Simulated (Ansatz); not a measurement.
## Decaying states in the gap of BaLiI3

Wanted: the relaxed cell of BaLiI3, its band edges and its decay constants. It is built by putting I for F in the BaLiF3 structure of space group Pm-3m, with the volume rescaled by atomic radii. The parent structure comes from the Materials Project.

Method: PBE DFT, plane waves, PAW files, in the first sound run; inputs show where later runs differ, in Ansatz 0.2.0.

The structure was built from a prototype and need not be the compound's stable phase.

### Step 1. Starting point

The structure is cubic, space group Pm-3m (No. 221). The conventional cell has a = 4.832 Å, b = 4.832 Å, c = 4.832 Å, α = 90.00°, β = 90.00°, γ = 90.00°. Nearest to Ba lie 12 I at 3.42 Å. Nearest to Li lie 6 I at 2.42 Å. Nearest to I lie 2 Li at 2.42 Å and 4 Ba at 3.42 Å. It derives from BaLiF3. I for F in the BaLiF3 structure of space group Pm-3m. Farther neighbours and most contacts between anions are not listed.

Structure file:

```cif
data_structure
_symmetry_space_group_name_H-M 'Pm-3m'
_symmetry_Int_Tables_number 221
_cell_length_a 4.8320
_cell_length_b 4.8320
_cell_length_c 4.8320
_cell_angle_alpha 90.000
_cell_angle_beta 90.000
_cell_angle_gamma 90.000
_cell_volume 112.82
loop_
_atom_site_label
_atom_site_type_symbol
_atom_site_symmetry_multiplicity
_atom_site_Wyckoff_symbol
_atom_site_fract_x
_atom_site_fract_y
_atom_site_fract_z
_atom_site_occupancy
Ba1 Ba 1 a 0.00000 0.00000 0.00000 1
Li1 Li 1 b 0.50000 0.50000 0.50000 1
I1 I 3 c 0.00000 0.50000 0.50000 1
```

### Step 2. Relaxing the new crystal

The substituted atoms don't fit the parent's cell, so cell and atoms relax together. A small smearing keeps the run stable in case the gap closes on the way.

Input file input.yaml:

```yaml
crystal:
  lattice:
    - [4.8319560001, 0.0, 0.0]
    - [0.0, 4.8319560001, 0.0]
    - [0.0, 0.0, 4.8319560001]
  atoms:
    - { symbol: Ba, position: [0.0, 0.0, 0.0] }
    - { symbol: Li, position: [0.5, 0.5, 0.5] }
    - { symbol: I, position: [0.0, 0.5, 0.5] }
    - { symbol: I, position: [0.5, 0.5, 0.0] }
    - { symbol: I, position: [0.5, 0.0, 0.5] }
kpoints:
  mp_grid: { grid: [4, 4, 4] }
scf:
  occupations: { method: gaussian, width: 0.03 }
hamiltonian:
  xc: pbe
output:
  forces: true
  stress: true
relax:
  f_tol: 0.02
  max_steps: 60
  cell: {}
```

The run is started by

```console
$ ansatz run input.yaml --threads 2 --pin off --max-ram 4096MiB --backend cpu --events-out ev --progress --plain --runs-dir out
```

Numbers of over 12 decimals in the logs are rounded to 6 here.

What it wrote:

```text
Engine: ansatz 0.2.0, aarch64-unknown-linux-gnu
Pseudopotentials: kind: paw
Pseudopotential: Ba, paw, valence charge 10, recommended cutoff 420 eV (normal), Ba.paw.azcp
Pseudopotential: Li, paw, valence charge 3, recommended cutoff 420 eV (normal), Li.paw.azcp
Pseudopotential: I, paw, valence charge 17, recommended cutoff 420 eV (normal), I.paw.azcp
Functional definition: PBE
  parameter kappa = 0.804
  parameter beta = 0.066725
  exchange = pbe_x(kappa = kappa, mu = beta*pi^2/3)
  correlation = pbe_c(beta = beta)
Crystal: 5 atoms, lattice volume = 112.816 Å³
Basis set: ecut = 420 eV, 2205 PW (Γ), exchange–correlation on 72×72×72 points (8 copies of the dense FFT grid, shifted against one another)
Bands: 39, of which v1, the nominal top of the filled ones, is band 32 counted from 1 (31 counted from 0)
Symmetry: 48 space group operations
Space group: Pm-3m (ITA 221), of the structure as read, at distance tolerance 4.8e-5 Å
k-points: 10 of 64
Non-local potential: Ba, projectors of the file, l = 0: 3, l = 1: 2, l = 2: 2, l = 3: 2
Non-local potential: Li, projectors of the file, l = 0: 3, l = 1: 2, l = 2: 1
Non-local potential: I, projectors of the file, l = 0: 2, l = 1: 2, l = 2: 2, l = 3: 2
PAW form: soft (Blöchl's): semilocal exchange-correlation on the pseudo side does not see the compensation charge
PAW one-centre angular grid: Ba, 194 points (default); XC on 64 Gauss nodes
PAW one-centre angular grid: Li, 110 points (default); XC on 64 Gauss nodes
PAW one-centre angular grid: I, 590 points (default); XC on 64 Gauss nodes
Initial density: superposition of atomic densities (neutral atoms: chi_scale 0, normalization atom), corrected by the library's trained network
Initial wavefunctions: pseudopotential atomic-orbital guess
Functional: x = pbe(κ = 0.804, μ = 0.219515), c = pbe(β = 0.066725)
SCF iter   1: F=—  HF=-28696.110938 eV  |F-HF|=—  |Δ(HF+E_count)|=         —  Δρ=1.79e-3  dr2=5.85e-3  ethr=1.77e-3  ⟨swp⟩=13.1  Hψ=2307  notcnv=0  defer=1
preconditioner: auto → Resta (q_TF=auto, 2.482 Å⁻¹)  ε∞=3.8  [insulator: Δε(μ)=1.521 eV  Ē_g=11.511 eV  σ=0.030 eV  W_gap=1.00  n_scr=26 (ndim 8)  ℏωp=19.1 eV  f_vac=0.000  D(μ)=0.00/eV (n_scr^D=0)  ε∞_Penn≈3.8]
SCF iter   2: F=—  HF=-28696.110669 eV  |F-HF|=—  |Δ(HF+E_count)|=   2.69e-4  Δρ=8.76e-4  dr2=7.95e-4  ethr=9.14e-6  ⟨swp⟩=2.1  Hψ=825  notcnv=0  defer=18
SCF iter   3: F=—  HF=-28696.110850 eV  |F-HF|=—  |Δ(HF+E_count)|=   1.81e-4  Δρ=3.99e-4  dr2=1.98e-4  ethr=1.24e-6  ⟨swp⟩=2.0  Hψ=676  notcnv=0  defer=18
SCF iter   4: F=—  HF=-28696.110927 eV  |F-HF|=—  |Δ(HF+E_count)|=   7.67e-5  Δρ=1.09e-4  dr2=1.80e-5  ethr=3.09e-7  ⟨swp⟩=2.0  Hψ=510  notcnv=0  defer=18
SCF iter   5: F=—  HF=-28696.110967 eV  |F-HF|=—  |Δ(HF+E_count)|=   3.97e-5  Δρ=1.79e-5  dr2=2.53e-7  ethr=2.82e-8  ⟨swp⟩=2.0  Hψ=691  notcnv=0  defer=18
SCF iter   6: F=-28696.110967 eV  HF=-28696.110967 eV  |F-HF|=6.34e-9  |Δ(HF+E_count)|=   4.47e-7  Δρ=3.38e-6  dr2=1.31e-8  ethr=1.56e-10  ⟨swp⟩=4.8  Hψ=1625  notcnv=0
SCF 1 converged in 6 iterations: F = -28696.110967 eV  dr2 = 1.31e-8
  greatest PAW one-centre occupation: 1.000 electrons in one spin orbital (limit 2), on the Li atom at site 1 (counted from 0), in its partial waves of l = 0
relax step   1: F+E_penalty+E_count = -28696.11096710 eV  Δ(F+E_penalty+E_count) = +0.000e0 eV  max|allowed force component| = 1.670e-28 eV/Å  Δτ_max = 0.0000 Å  P = +28.833 GPa  Ω = 112.816 Å³  (6 SCF iters, dr2 threshold 1.00e-7 eV, accepted)
Crystal: 5 atoms, lattice volume = 130.132 Å³
Basis set: ecut = 420 eV, 2517 PW (Γ), exchange–correlation on 72×72×72 points (8 copies of the dense FFT grid, shifted against one another)
Initial density: handed on by an earlier stage of this run
Initial wavefunctions: those handed on with the density
iter 1 solved again at ethr=1.20e-4 eV; its pass at ethr=3.10e-3 eV (dr2=7.68e-2 eV) is discarded
SCF iter   1: F=—  HF=-28698.409931 eV  |F-HF|=—  |Δ(HF+E_count)|=         —  Δρ=4.61e-3  dr2=7.74e-2  ethr=1.20e-4  ⟨swp⟩=2.6  Hψ=2994  notcnv=0
preconditioner: auto → Resta (q_TF=auto, 2.424 Å⁻¹)  ε∞=3.5  [insulator: Δε(μ)=2.177 eV  Ē_g=11.189 eV  σ=0.030 eV  W_gap=1.00  n_scr=26 (ndim 8)  ℏωp=17.8 eV  f_vac=0.003  D(μ)=0.00/eV (n_scr^D=0)  ε∞_Penn≈3.5]
SCF iter   2: F=—  HF=-28698.386829 eV  |F-HF|=—  |Δ(HF+E_count)|=   2.31e-2  Δρ=2.70e-3  dr2=2.55e-2  ethr=1.20e-4  ⟨swp⟩=3.7  Hψ=593  notcnv=0
SCF iter   3: F=—  HF=-28698.380048 eV  |F-HF|=—  |Δ(HF+E_count)|=   6.78e-3  Δρ=8.71e-4  dr2=1.06e-3  ethr=3.98e-5  ⟨swp⟩=4.0  Hψ=740  notcnv=0
SCF iter   4: F=—  HF=-28698.380071 eV  |F-HF|=—  |Δ(HF+E_count)|=   2.29e-5  Δρ=2.71e-4  dr2=1.83e-4  ethr=1.65e-6  ⟨swp⟩=2.9  Hψ=781  notcnv=0
SCF iter   5: F=—  HF=-28698.380062 eV  |F-HF|=—  |Δ(HF+E_count)|=   8.75e-6  Δρ=8.38e-5  dr2=1.73e-5  ethr=2.86e-7  ⟨swp⟩=2.1  Hψ=700  notcnv=0
SCF iter   6: F=-28698.380058 eV  HF=-28698.380058 eV  |F-HF|=1.08e-7  |Δ(HF+E_count)|=   3.69e-6  Δρ=1.45e-5  dr2=4.62e-7  ethr=7.81e-10  ⟨swp⟩=5.0  Hψ=2135  notcnv=0
SCF 2 converged in 6 iterations: F = -28698.380058 eV  dr2 = 4.62e-7
relax step   2: F+E_penalty+E_count = -28698.38005800 eV  Δ(F+E_penalty+E_count) = -2.269e0 eV  max|allowed force component| = 1.323e-28 eV/Å  Δτ_max = 0.0000 Å  P = +14.659 GPa  Ω = 130.132 Å³  energy of the carried Pulay correction = -1.839e-3 eV  (6 SCF iters, dr2 threshold 5.00e-7 eV, accepted)
Crystal: 5 atoms, lattice volume = 149.136 Å³
Basis set: ecut = 420 eV, 2945 PW (Γ), exchange–correlation on 72×72×72 points (8 copies of the dense FFT grid, shifted against one another)
iter 1 solved again at ethr=1.33e-4 eV; its pass at ethr=3.10e-3 eV (dr2=8.48e-2 eV) is discarded
SCF iter   1: F=—  HF=-28699.602250 eV  |F-HF|=—  |Δ(HF+E_count)|=         —  Δρ=4.34e-3  dr2=8.55e-2  ethr=1.33e-4  ⟨swp⟩=3.0  Hψ=3028  notcnv=0
preconditioner: auto → Resta (q_TF=auto, 2.370 Å⁻¹)  ε∞=3.4  [insulator: Δε(μ)=2.556 eV  Ē_g=10.810 eV  σ=0.030 eV  W_gap=1.00  n_scr=26 (ndim 8)  ℏωp=16.7 eV  f_vac=0.010  D(μ)=0.00/eV (n_scr^D=0)  ε∞_Penn≈3.4]
SCF iter   2: F=—  HF=-28699.575288 eV  |F-HF|=—  |Δ(HF+E_count)|=   2.70e-2  Δρ=2.52e-3  dr2=2.92e-2  ethr=1.33e-4  ⟨swp⟩=3.7  Hψ=592  notcnv=0
SCF iter   3: F=—  HF=-28699.567614 eV  |F-HF|=—  |Δ(HF+E_count)|=   7.67e-3  Δρ=1.04e-3  dr2=2.06e-3  ethr=4.57e-5  ⟨swp⟩=3.9  Hψ=737  notcnv=0
SCF iter   4: F=—  HF=-28699.567661 eV  |F-HF|=—  |Δ(HF+E_count)|=   4.64e-5  Δρ=5.40e-4  dr2=1.00e-3  ethr=3.23e-6  ⟨swp⟩=3.0  Hψ=867  notcnv=0
SCF iter   5: F=—  HF=-28699.567325 eV  |F-HF|=—  |Δ(HF+E_count)|=   3.36e-4  Δρ=2.27e-4  dr2=1.71e-4  ethr=1.57e-6  ⟨swp⟩=2.1  Hψ=654  notcnv=0
SCF iter   6: F=—  HF=-28699.567292 eV  |F-HF|=—  |Δ(HF+E_count)|=   3.26e-5  Δρ=5.53e-5  dr2=9.43e-6  ethr=2.67e-7  ⟨swp⟩=2.1  Hψ=620  notcnv=0
SCF iter   7: F=-28699.567289 eV  HF=-28699.567289 eV  |F-HF|=4.51e-10  |Δ(HF+E_count)|=   3.34e-6  Δρ=4.30e-6  dr2=4.68e-8  ethr=7.81e-10  ⟨swp⟩=5.4  Hψ=2332  notcnv=0
SCF 3 converged in 7 iterations: F = -28699.567289 eV  dr2 = 4.68e-8
relax step   3: F+E_penalty+E_count = -28699.56728852 eV  Δ(F+E_penalty+E_count) = -1.187e0 eV  max|allowed force component| = 9.256e-30 eV/Å  Δτ_max = 0.0000 Å  P = +6.207 GPa  Ω = 149.136 Å³  energy of the carried Pulay correction = -3.580e-3 eV  (7 SCF iters, dr2 threshold 5.00e-7 eV, accepted)
[...]
relax step   4: F+E_penalty+E_count = -28699.96946804 eV  Δ(F+E_penalty+E_count) = -4.022e-1 eV  max|allowed force component| = 1.391e-29 eV/Å  Δτ_max = 0.0000 Å  P = +1.337 GPa  Ω = 166.990 Å³  energy of the carried Pulay correction = -5.005e-3 eV  (7 SCF iters, dr2 threshold 5.00e-7 eV, accepted)
[...]
relax step   5: F+E_penalty+E_count = -28699.99387054 eV  Δ(F+E_penalty+E_count) = -2.440e-2 eV  max|allowed force component| = 5.864e-30 eV/Å  Δτ_max = 0.0000 Å  P = +0.079 GPa  Ω = 172.660 Å³  energy of the carried Pulay correction = -5.421e-3 eV  (6 SCF iters, dr2 threshold 5.00e-7 eV, accepted)
[...]
relax step   6: F+E_penalty+E_count = -28699.99393534 eV  Δ(F+E_penalty+E_count) = -6.480e-5 eV  max|allowed force component| = 1.156e-29 eV/Å  Δτ_max = 0.0000 Å  P = -0.000 GPa  Ω = 173.032 Å³  energy of the carried Pulay correction = -5.448e-3 eV  (5 SCF iters, dr2 threshold 1.58e-8 eV, accepted)
[...]
relax step   7: F+E_penalty+E_count = -28700.08806048 eV  Δ(F+E_penalty+E_count) = -9.413e-2 eV  max|allowed force component| = 1.002e-29 eV/Å  Δτ_max = 0.0000 Å  P = +1.123 GPa  Ω = 173.032 Å³  stress off target by 1.12e0 GPa  SCF on the basis re-selected at this cell (its energy is not comparable with the rows above)  (7 SCF iters)
[...]
relax step   8: F+E_penalty+E_count = -28700.11252730 eV  Δ(F+E_penalty+E_count) = -2.447e-2 eV  max|allowed force component| = 1.465e-29 eV/Å  Δτ_max = 0.0000 Å  P = +0.404 GPa  Ω = 178.317 Å³  energy of the carried Pulay correction = -3.988e-4 eV  (6 SCF iters, dr2 threshold 5.00e-7 eV, accepted)
[...]
relax step   9: F+E_penalty+E_count = -28700.11645254 eV  Δ(F+E_penalty+E_count) = -3.925e-3 eV  max|allowed force component| = 1.588e-29 eV/Å  Δτ_max = 0.0000 Å  P = +0.024 GPa  Ω = 181.490 Å³  energy of the carried Pulay correction = -6.527e-4 eV  (6 SCF iters, dr2 threshold 4.07e-7 eV, accepted)
iter 1 solved again at ethr=5.04e-6 eV; its pass at ethr=3.10e-3 eV (dr2=3.23e-3 eV) is discarded
SCF iter   1: F=—  HF=-28700.093613 eV  |F-HF|=—  |Δ(HF+E_count)|=         —  Δρ=7.08e-4  dr2=3.84e-5  ethr=5.04e-6  ⟨swp⟩=2.5  Hψ=3135  notcnv=0
eigensolver tolerance schedule: the retry pair's looser diagonalisation over-reported the residual by 83.06 of it (diagonalisation noise at 0.16 of the residual, at the tolerance the schedule requests for it); recorded, not acted on — ethr = c·dr2/N_el stays at c = 1.0e-1
preconditioner: auto → Resta (q_TF=auto, 2.293 Å⁻¹)  ε∞=3.2  [insulator: Δε(μ)=2.615 eV  Ē_g=10.108 eV  σ=0.030 eV  W_gap=1.00  n_scr=32 (ndim 8)  ℏωp=15.1 eV  f_vac=0.015  D(μ)=0.00/eV (n_scr^D=0)  ε∞_Penn≈3.2]
SCF iter   2: F=—  HF=-28700.111190 eV  |F-HF|=—  |Δ(HF+E_count)|=   1.76e-2  Δρ=3.56e-4  dr2=5.55e-6  ethr=6.00e-8  ⟨swp⟩=2.6  Hψ=758  notcnv=0
SCF iter   3: F=—  HF=-28700.116032 eV  |F-HF|=—  |Δ(HF+E_count)|=   4.84e-3  Δρ=1.47e-4  dr2=2.21e-6  ethr=8.68e-9  ⟨swp⟩=2.0  Hψ=537  notcnv=0
SCF iter   4: F=—  HF=-28700.116991 eV  |F-HF|=—  |Δ(HF+E_count)|=   9.59e-4  Δρ=5.46e-6  dr2=7.76e-8  ethr=3.46e-9  ⟨swp⟩=2.0  Hψ=540  notcnv=0
SCF iter   5: F=—  HF=-28700.116992 eV  |F-HF|=—  |Δ(HF+E_count)|=   6.01e-7  Δρ=1.41e-6  dr2=1.01e-8  ethr=1.21e-10  ⟨swp⟩=2.0  Hψ=616  notcnv=0
SCF iter   6: F=—  HF=-28700.116992 eV  |F-HF|=—  |Δ(HF+E_count)|=   8.77e-9  Δρ=3.68e-7  dr2=5.90e-10  ethr=1.59e-11  ⟨swp⟩=2.0  Hψ=523  notcnv=0
SCF iter   7: F=-28700.116992 eV  HF=-28700.116992 eV  |F-HF|=7.28e-12  |Δ(HF+E_count)|=  6.98e-10  Δρ=1.10e-7  dr2=3.59e-11  ethr=1.00e-12  ⟨swp⟩=3.7  Hψ=1810  notcnv=0
SCF 10 converged in 7 iterations: F = -28700.116992 eV  dr2 = 3.59e-11
relax step  10: F+E_penalty+E_count = -28700.11699167 eV  Δ(F+E_penalty+E_count) = -5.391e-4 eV  max|allowed force component| = 1.065e-29 eV/Å  Δτ_max = 0.0000 Å  P = +0.020 GPa  Ω = 181.490 Å³  stress off target by 2.03e-2 GPa  SCF on the basis re-selected at this cell (its energy is not comparable with the rows above)  (7 SCF iters)
basis re-selected at this cell: Δ(F+E_penalty+E_count) = -5.391e-4 eV, ΔP = -0.004 GPa vs the last step (what re-selecting the basis moved, of the pressure what is left beyond the Pulay correction that the steps carried, after the strain that the cell walked since its last selection, with what the two solves' SCF thresholds leave and, on support functions, any second-order correction that the steps lacked; it is no m [...]
SCF converged after 7 iterations
Free energy (F): -28700.116992 eV
Harris-Foulkes:  -28700.116992 eV  (|F-HF|=7.28e-12)
Internal energy: -28700.116992 eV  (E = F + TS)
E sigma→0 (E₀):  -28700.116992 eV
Fermi energy:    6.971387 eV
--- Per-component energies (eV) ---
  E_band       = -1266.198776
  E_kinetic    = 755.055845
  E_local      = -6636.952464  (includes V_loc(G=0)·N_el)
  E_nonlocal   = -247.995289
  E_hartree    = 3350.027672
  E_xc         = -563.291735
  E_vxc        = -535.625945  (∫ρ·V_xc dr)
  E_paw        = -19696.882636  (= ΣΔE_a)
  E_vpaw       = -1300.736756  (= ΣTr[D̂ρ^β])
  E_aug_tail   = -0.000020  (compensation charges beyond the density's cutoff)
  E_ewald      = -5660.078364
  E_smearing   = -0.000000  (= −TS)
  E_closure    = -0.000000  (closes the sum)
  Σ components = -28700.116992   (vs F -28700.116992, Δ=0.00e0)
--- Forces (eV/Å), atoms counted from 1 ---
  atom   1  Ba     0.00000000     0.00000000     0.00000000
  atom   2  Li     0.00000000    -0.00000000     0.00000000
  atom   3  I     -0.00000000     0.00000000     0.00000000
  atom   4  I      0.00000000     0.00000000    -0.00000000
  atom   5  I     -0.00000000    -0.00000000     0.00000000
  max |Σ_I F_I| component: 1.74e-29 eV/Å
--- Stress (GPa, compression-positive) ---
        0.020291       0.000000      -0.000000
        0.000000       0.020291      -0.000000
       -0.000000      -0.000000       0.020291
  P = ⅓ Tr σ = 0.0203 GPa (0.203 kbar)
--- Relaxed structure (8 steps of the walk, 8 accepted, 2 SCFs on fresh bases) ---
  F+E_penalty+E_count = -28700.11699167 eV   max|allowed force component| = 1.065e-29 eV/Å   (the final SCF, on the basis selected at the relaxed cell)
  cell:  # Å, volume = 181.4900 Å³
    - [5.661753, 0, 0]
    - [0, 5.661753, 0]
    - [0, 0, 5.661753]
  atoms:
    - { symbol: Ba, position: [0, 0, 0] }
    - { symbol: Li, position: [0.5, 0.5, 0.5] }
    - { symbol: I, position: [0, 0.5, 0.5] }
    - { symbol: I, position: [0.5, 0.5, 0] }
    - { symbol: I, position: [0.5, 0, 0.5] }
```

The job ended after 17 s (2 threads of Arm Neoverse V2, shared host; peak memory 0.46 GiB; 33 s of CPU time).

The steps of the relaxation:

```csv
step,energy less that of the first step (eV),largest force component (eV/Å),pressure (GPa),volume (Å³)
1,0.0000,0.0000,28.83,112.82
2,-2.2691,0.0000,14.66,130.13
3,-3.4563,0.0000,6.21,149.14
4,-3.8585,0.0000,1.34,166.99
5,-3.8829,0.0000,0.08,172.66
6,-3.8830,0.0000,0.00,173.03
7*,-3.9771,0.0000,1.12,173.03
8,-4.0016,0.0000,0.40,178.32
9,-4.0055,0.0000,0.02,181.49
10*,-4.0060,0.0000,0.02,181.49
```

Relaxation steps marked * repeat the geometry before them on a plane-wave basis chosen anew for their cell, so energy and pressure can jump there.

The run keeps the 48 symmetry operations that it works with, so distortions that break them were not tested.

```csv
cell as run,before,after,change
a (Å),4.832,5.662,+17.2 %
b (Å),4.832,5.662,+17.2 %
c (Å),4.832,5.662,+17.2 %
volume (Å³/atom),22.56,36.30,+60.9 %
```

Final coordinates:

```xyz
5
Lattice="5.6618 0.0000 0.0000 0.0000 5.6618 0.0000 0.0000 0.0000 5.6618" Properties=species:S:1:pos:R:3 pbc="T T T"
Ba    0.0000    0.0000    0.0000
Li    2.8309    2.8309    2.8309
I     0.0000    2.8309    2.8309
I     2.8309    2.8309    0.0000
I     2.8309    0.0000    2.8309
```

This step gave:

```
free energy  : -28700.1170 eV
Fermi energy : 6.971 eV
pressure     : 0.02029 GPa
```

The largest force component on a free atom ends at 1.1e-29 eV/Å.

### Step 3. Band edges

The energy window and the wavevectors of the next steps follow from the band edges, so these are searched first, off the mesh as well.

Input file input.yaml:

```yaml
crystal:
  lattice:
    - [5.6617529204, 0.0, 0.0]
    - [0.0, 5.6617529204, 0.0]
    - [0.0, 0.0, 5.6617529204]
  atoms:
    - { symbol: Ba, position: [0.0, 0.0, 0.0] }
    - { symbol: Li, position: [0.5, 0.5, 0.5] }
    - { symbol: I, position: [0.0, 0.5, 0.5] }
    - { symbol: I, position: [0.5, 0.5, 0.0] }
    - { symbol: I, position: [0.5, 0.0, 0.5] }
kpoints:
  mp_grid: { grid: [6, 6, 6] }
  band_path: { path: [VBM, CBM], npoints: 30 }
scf:
  occupations: { method: fixed }
hamiltonian:
  xc: pbe
output:
  eigenvalues: true
  write_potential: true
  write_density: true
  volumetric_format: npy
```

What it wrote:

```text
[...]
Crystal: 5 atoms, lattice volume = 181.490 Å³
Basis set: ecut = 420 eV, 3575 PW (Γ)
Bands: 39, of which v1, the nominal top of the filled ones, is band 32 counted from 1 (31 counted from 0)
Symmetry: 48 space group operations
[...]
k-points: 20 of 216
[...]
SCF iter   1: F=—  HF=-28700.115571 eV  |F-HF|=—  |Δ(HF+E_count)|=         —  Δρ=6.72e-4  dr2=1.49e-3  ethr=1.77e-3  ⟨swp⟩=6.6  Hψ=2979  notcnv=0  defer=81
[...]
SCF iter   6: F=-28700.117642 eV  HF=-28700.117642 eV  |F-HF|=9.15e-9  |Δ(HF+E_count)|=   1.20e-7  Δρ=1.69e-6  dr2=7.37e-9  ethr=1.56e-10  ⟨swp⟩=15.4  Hψ=4900  notcnv=0
SCF 1 converged in 6 iterations: F = -28700.117642 eV  dr2 = 7.37e-9
[...]
NSCF: frozen V_eff on 20 k-points
[...]
SCF converged after 6 iterations
Free energy (F): -28700.117642 eV
[...]
Internal energy: -28700.117642 eV  (E = F + TS)
E sigma→0 (E₀):  -28700.117642 eV
Fermi energy:    5.669380 eV
[...]
--- Band table (eV; the first three rows and the last of 20) ---
  k-point 0: bands = [... 28 lower, 4.6759, 5.4799, 5.4799, 5.4799, 8.2728, 8.3079, 8.3079, 8.9112, ... 3 higher]
  k-point 1: bands = [... 28 lower, 4.5732, 5.1516, 5.3760, 5.3760, 8.4978, 8.6596, 8.6603, 8.9603, ... 3 higher]
  k-point 2: bands = [... 28 lower, 4.3581, 4.5090, 5.1899, 5.1899, 8.9616, 9.0704, 9.4022, 9.5128, ... 3 higher]
  k-point 19: bands = [... 28 lower, 5.5284, 5.6694, 5.6694, 5.6694, 8.7084, 9.1496, 9.1496, 9.1496, ... 3 higher]
```

It took 13 s on 2 threads; peak memory 0.46 GiB; 25 s of CPU time.

The column dr2 measures how far the density is from self-consistency, as an energy; F and HF (Harris–Foulkes) agree once it is small.

This step gave:

```
free energy         : -28700.1176 eV
Fermi energy        : 5.669 eV
gap on the k-mesh   : 2.603 eV
gap on path         : 2.603 eV, by band count; negative where bands overlap
direct gap on path  : 2.793 eV
edge places on path : 0, 0.9611 1/A along the path
```

Electronic bands along the path, in eV, zero at the Fermi level (highest filled level under fixed occupations); v1 is the highest filled band, c1 the lowest empty one:

```csv
point,v4,v3,v2,v1,c1,c2,c3,c4
VBM,-0.14,0.00,0.00,0.00,3.04,3.48,3.48,3.48
halfway,-1.58,-0.55,-0.23,-0.23,3.36,3.46,3.46,4.63
CBM,-0.99,-0.19,-0.19,-0.19,2.60,2.64,2.64,3.24
```

The searched edges give 2.60 eV, as on the mesh.

[end of part 1 of 2]

[Logs are printed without paths, hosts, clocks, repeated set-up lines and the standing remarks that a program may print on its own settings, such as how far it seeks lower states.]

[Hosts, paths, dates, database ids (printed as entryN), source tags and the programs' standing remarks are cut or masked in the printed files.]
